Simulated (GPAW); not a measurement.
Consider Sr2MoO4 (I4/mmm).

```cif
data_structure
_symmetry_space_group_name_H-M 'P 1'
_symmetry_Int_Tables_number 1
_cell_length_a 7.0440
_cell_length_b 7.0440
_cell_length_c 7.0440
_cell_angle_alpha 147.912
_cell_angle_beta 147.912
_cell_angle_gamma 46.015
_cell_volume 98.29
loop_
_atom_site_label
_atom_site_type_symbol
_atom_site_fract_x
_atom_site_fract_y
_atom_site_fract_z
_atom_site_occupancy
Mo1 Mo 0.00000 0.00000 0.00000 1
Sr2 Sr 0.64894 0.64894 0.00000 1
Sr3 Sr 0.35106 0.35106 0.00000 1
O4 O 0.16318 0.16318 0.00000 1
O5 O 0.83682 0.83682 0.00000 1
O6 O 0.00000 0.50000 0.50000 1
O7 O 0.50000 0.00000 0.50000 1
```

Absorber: atom 4, with 1 Mo at 2.12 Å (terminal, site symmetry 4mm). Method: GPAW, LDA, excited-electron core hole (neutral cell), 28-atom cell with 7.0 Å between holes, 3×3×3 k points, dipole transitions, Gaussian full width 0.9 eV up to 4 eV, rising linearly to 3.5 eV at 25 eV.

Predict the near-edge structure at the O K edge.

Main maxima up to 24 eV above the zero (height): 2.3 eV (3.23), 4.5 eV (1.71), 11.4 eV (1.04) and 17.6 eV (1.09). A K edge sees empty p states; the first features are O p mixed into the empty d states of the Mo neighbours, and the broad ones above probably into the cations' higher empty bands. The total-energy difference is 534.15 eV. One term is added: -8.83 eV, since the hole is spin-paired here and a spin-polarised one costs that much less in the free atom (computed apart). The photon energy is then 525.32 eV. The functional leaves an error in such absolute values: in the free atom LDA prices this hole 4.1 eV below PBE (computed apart), and PBE is itself good to a few eV.

The O K spectrum (energy from the lowest empty level; intensity scaled to a mean of 1 over the first 20 eV; polarised curves are means over the symmetry-equivalent atoms):

| E (eV) | isotropic | ε ⊥ c | ε ∥ c |
| --- | --- | --- | --- |
| -2.0 | 0.00 | 0.00 | 0.00 |
| -1.0 | 0.00 | 0.00 | 0.00 |
| 0.0 | 0.12 | 0.14 | 0.07 |
| 1.0 | 0.35 | 0.44 | 0.17 |
| 2.0 | 2.82 | 3.07 | 2.32 |
| 3.0 | 2.01 | 1.26 | 3.52 |
| 4.0 | 1.40 | 1.38 | 1.44 |
| 5.0 | 1.60 | 1.66 | 1.50 |
| 6.0 | 1.12 | 1.20 | 0.96 |
| 7.0 | 0.78 | 0.61 | 1.12 |
| 8.0 | 0.73 | 0.60 | 1.00 |
| 9.0 | 0.59 | 0.60 | 0.58 |
| 10.0 | 0.70 | 0.62 | 0.87 |
| 11.0 | 1.00 | 0.78 | 1.44 |
| 12.0 | 0.95 | 0.78 | 1.30 |
| 13.0 | 0.70 | 0.57 | 0.96 |
| 14.0 | 0.55 | 0.43 | 0.78 |
| 15.0 | 0.53 | 0.57 | 0.47 |
| 16.0 | 0.76 | 0.96 | 0.34 |
| 17.0 | 1.03 | 1.37 | 0.37 |
| 18.0 | 1.07 | 1.37 | 0.45 |
| 19.0 | 0.88 | 1.03 | 0.58 |
| 20.0 | 0.73 | 0.76 | 0.66 |
| 21.0 | 0.68 | 0.68 | 0.67 |
| 22.0 | 0.65 | 0.65 | 0.66 |
| 23.0 | 0.62 | 0.60 | 0.66 |
| 24.0 | 0.60 | 0.57 | 0.67 |
| 25.0 | 0.64 | 0.59 | 0.74 |
| 26.0 | 0.76 | 0.69 | 0.91 |
| 27.0 | 0.92 | 0.81 | 1.14 |
| 28.0 | 1.06 | 0.93 | 1.32 |
| 29.0 | 1.13 | 1.03 | 1.33 |
| 30.0 | 1.10 | 1.06 | 1.16 |
| 31.0 | 0.98 | 1.00 | 0.94 |

The unit cell's mesh shows no gap over 0.35 eV. That is right for a metallic compound; for a small-gap or correlated insulator it would be the fault of the functional or of the assumed magnetic order, and the hole would be screened too well. The crystal has 2 inequivalent O sites and not all are shown here, while a measurement adds them all. The mesh is coarse (0.32 Å⁻¹ between points), so small maxima may be mesh ripples. The structure is a computed Materials Project entry and may be a hypothetical form.

[Banner, clock and machine lines of the logs are left out without a mark of their own.]

[Logs are printed without paths, hosts, clocks, repeated set-up lines and the standing remarks that a program may print on its own settings, such as how far it seeks lower states.]

[Hosts, paths, dates, database ids (printed as entryN), source tags and the programs' standing remarks are cut or masked in the printed files.]

[Lists of maxima count a maximum above −3 eV only where it reaches 4 % of the highest in the window and stands out from its surroundings by 2 % of it (1.5 % where it reaches 55 %); shoulders and weaker maxima are passed over, and of the rest the first, up to two pre-edge ones and the few strongest are named.]
